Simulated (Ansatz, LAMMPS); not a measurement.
# Charge trapping in a frame of Mg2+ triflate in trimethyl phosphate and diglyme from 440 K (131 atoms): runs compared

Does an extra electron or hole in a frame of Mg2+ triflate in trimethyl phosphate and diglyme from 440 K (131 atoms) stay spread out, or do the atoms trap it?

Computed with Ansatz 0.2.0: Kohn-Sham DFT, RPBE+D3(BJ), PAW (set soft_2), plane waves.

In doubt: warnings of the run leave room for a lower electronic state (in some of the runs), so energies may not be the lowest and differences between runs may mislead.

## 1. The cell as built

The cell holds 131 atoms: 26 C, 28 O, 64 H, 4 P, 2 S, 6 F and 1 Mg. Its edges and angles: a = 11.943 Å, b = 11.943 Å, c = 11.943 Å, α = 90.0°, β = 90.0°, γ = 90.0°. 4 trimethyl phosphate, 2 diglyme, 1 Mg2+, 2 triflate placed at random, at 1.12 g/cm³; overlaps pushed apart, then 10 ps at 550 K with divalent ions of Li, Roberts, Chakravorty and Merz (J. Chem. Theory Comput. 9, 2733 (2013)); MMFF94 bonds, angles, torsions, charges and radii (Halgren, J. Comput. Chem. 17, 490 (1996)) in harmonic and 12-6 forms; charges of ions scaled by 0.8. Snapshot after 30 ps at 440 K and fixed volume.

Limits known from the start: The network of contacts between molecules at the start is that of the classical potential that made the cell, and needn't be the one that DFT or experiment would give. Sampling is at Γ alone, for a cell whose shortest periodic width is 12 Å. The liquid is relaxed first, so the results are those of a frozen frame at zero temperature.

## 2. The reference run

The reference is a single point at the end of the relaxation.

The charged cells start from the geometry of this run, on a uniform background, with spin and a narrow Fermi–Dirac smearing.

Its input, with most atom lines left out:

```yaml
crystal:
  lattice:
    - [11.9432, 0.0, 0.0]
    - [0.0, 11.9432, 0.0]
    - [0.0, 0.0, 11.9432]
  atoms:
    - { symbol: C, position: [0.243, 0.39642, 0.27239] }
    - { symbol: O, position: [0.19148, 0.39767, 0.16476] }
    - { symbol: C, position: [0.17623, 0.28718, 0.12212] }
    - { symbol: C, position: [0.11856, 0.29689, 0.00872] }
    - { symbol: O, position: [0.10016, 0.18582, 0.96795] }
    - { symbol: C, position: [0.04548, 0.18651, 0.86166] }
    - { symbol: C, position: [0.03048, 0.06473, 0.82474] }
    [... atom lines 8 to 131 left out ...]
kpoints:
  mp_grid: { grid: [1, 1, 1] }
hamiltonian:
  xc: rpbe
  dispersion: d3bj
scf:
  occupations: { method: fermi_dirac, width: 0.05 }
output:
  forces: true
  stress: true
  populations: true
  dos:
    method: { smearing: { sigma: 0.1 } }
    de: 0.1
    projected: { site_lists: { C: [C], F: [F], H: [H], Mg: [Mg], O: [O] } }
  eigenvalues: true
  write_density: true
  write_potential: true
  volumetric_format: npy
```

| Item | Value |
| --- | --- |
| free energy per atom | -268.5394 eV/atom |
| r.m.s. force component | 0.00656 eV/Å |
| pressure | -0.3601 GPa |

Filled and empty levels are parted by 4.70 eV (at Γ alone); a semilocal functional tends to put such gaps too low. In a disordered cell it changes from sample to sample and from frame to frame.

## 3. The runs

Each row is one run, on 4 threads of Arm Neoverse V1, shared host. The free energy is the program's total, comparable only between runs with the same functional, potentials and atoms; between charge states it hangs on the program's zero of potential.

| run | atoms | outcome | ionic steps, all passes | free energy (eV) | time | host memory (GiB) |
| --- | --- | --- | --- | --- | --- | --- |
| Single point at the start | 131 | converged | - | -35169.319 | 15 s | 2.0 |
| Relaxation | 131 | converged | 58 | -35178.658 | 11 min | 2.1 |
| Single point at the relaxed geometry | 131 | converged | - | -35178.658 | 26 s | 2.1 |
| An extra electron, atoms held | 131 | converged | - | -35174.958 | 2 min | 3.3 |
| An extra electron, atoms relaxed | 131 | converged | 7 | -35174.978 | 4.3 min | 3.3 |
| An extra electron, levels at the relaxed geometry | 131 | converged | - | -35174.978 | 93 s | 3.4 |
| Neutral at the geometry of the electron | 131 | converged | - | -35178.637 | 24 s | 2.1 |
| An extra hole, atoms held | 131 | converged | - | -35177.099 | 5 min | 3.8 |
| An extra hole, atoms relaxed | 131 | converged | 10 | -35177.205 | 11 min | 3.7 |
| An extra hole, levels at the relaxed geometry | 131 | converged | - | -35177.205 | 1.8 min | 3.4 |
| Neutral at the geometry of the hole | 131 | converged | - | -35178.496 | 24 s | 2.1 |

In some runs the program notes that the exchange-correlation potential is rough where the density is thin and starting moments were not kept. Further notices: minimisation begun.

Local excerpt of 9 atoms (numbers count through the whole input) about O5, which holds the most spin of the extra hole after relaxation; x, y, z are measured from there.

| atom | x | y | z | distance (Å) | Löwdin charge (e) | moment (μB) |
| --- | --- | --- | --- | --- | --- | --- |
| O5 | 0.00 | 0.00 | 0.00 | 0.00 | -0.25 | 0.11 |
| C6 | -0.63 | -0.06 | -1.27 | 1.42 | -0.03 | 0.01 |
| C4 | 0.09 | 1.33 | 0.53 | 1.43 | -0.03 | 0.00 |
| H17 | 0.10 | 0.19 | -2.06 | 2.07 | 0.20 | 0.01 |
| H16 | 0.72 | 1.95 | -0.13 | 2.08 | 0.21 | 0.01 |
| H18 | -1.47 | 0.66 | -1.32 | 2.08 | 0.18 | 0.00 |
| H15 | -0.91 | 1.78 | 0.60 | 2.09 | 0.18 | 0.00 |
| C3 | 0.73 | 1.21 | 1.91 | 2.38 | -0.03 | 0.00 |
| C7 | -1.13 | -1.51 | -1.49 | 2.40 | -0.04 | 0.00 |

## 4. Energies and spread of the extra charge

Energies are differences within one cell and functional; the shift is the gain plus the neutral cell's energy at the new geometry, that is how much cheaper the vertical process becomes there. The spread is the participation number of the site moments (1/Σw², over the spin inside atomic spheres), with the atom that holds the largest share and the spin that the spheres hold in all.

| carrier | charged less neutral, atoms held (eV) | gain on relaxing (eV) | neutral cell at that geometry, less the reference (eV) | shift of the vertical energy (eV) | spread, atoms held | spread, relaxed |
| --- | --- | --- | --- | --- | --- | --- |
| electron | 3.700 | 0.019 | 0.021 | 0.041 | - | - |
| hole | 1.560 | 0.106 | 0.163 | 0.269 | 11; O2 14 % of 0.64 μB | 9; O5 18 % of 0.63 μB |

## 5. Outcome

The extra electron gains 0.019 eV as the atoms relax: so small a gain shows no trapping at this level. The cell with the electron keeps a moment of only 0.00 μB where one unpaired electron should give 1 μB: the carrier is shared between both spins, which can hide trapping. The extra hole gains 0.11 eV as the atoms relax, and its spin goes from about 11 to 9 atoms. The hole is shared among 2 partly filled levels, as near-degenerate levels under the smearing give, and as self-interaction favours. Adding the two vertical energies gives 5.26 eV, against a gap of 4.70 eV in the neutral cell. The zero of the potential cancels in this sum; the excess isn't taken apart here: charging of a small cell, filling of bands on a coarse mesh and the attraction to the background can all enter.

**Limits.** Single energies of charged cells hang on the program's zero of potential. In the spin-polarised runs the search for a state of lower energy was switched off. No distortion was seeded, so a trapped state behind a barrier can't be found. Local and semilocal functionals favour spread-out charges, so trapping can be missed. The density was typed from a rule of thumb and may lie off the real one at this temperature. Charged cells carry a uniform background, with no correction for images.

The DFT runs together took 38 min of wall time.

[Logs are printed without paths, hosts, clocks, repeated set-up lines and the standing remarks that a program may print on its own settings, such as how far it seeks lower states.]

[Hosts, paths, dates, database ids (printed as entryN), source tags and the programs' standing remarks are cut or masked in the printed files.]

[The MMFF94 radii named for the starting cell were scaled by 0.96; in molecules described by MMFF94, hydrogen bound to N, O or S took a small fixed 12-6 site in their place.]
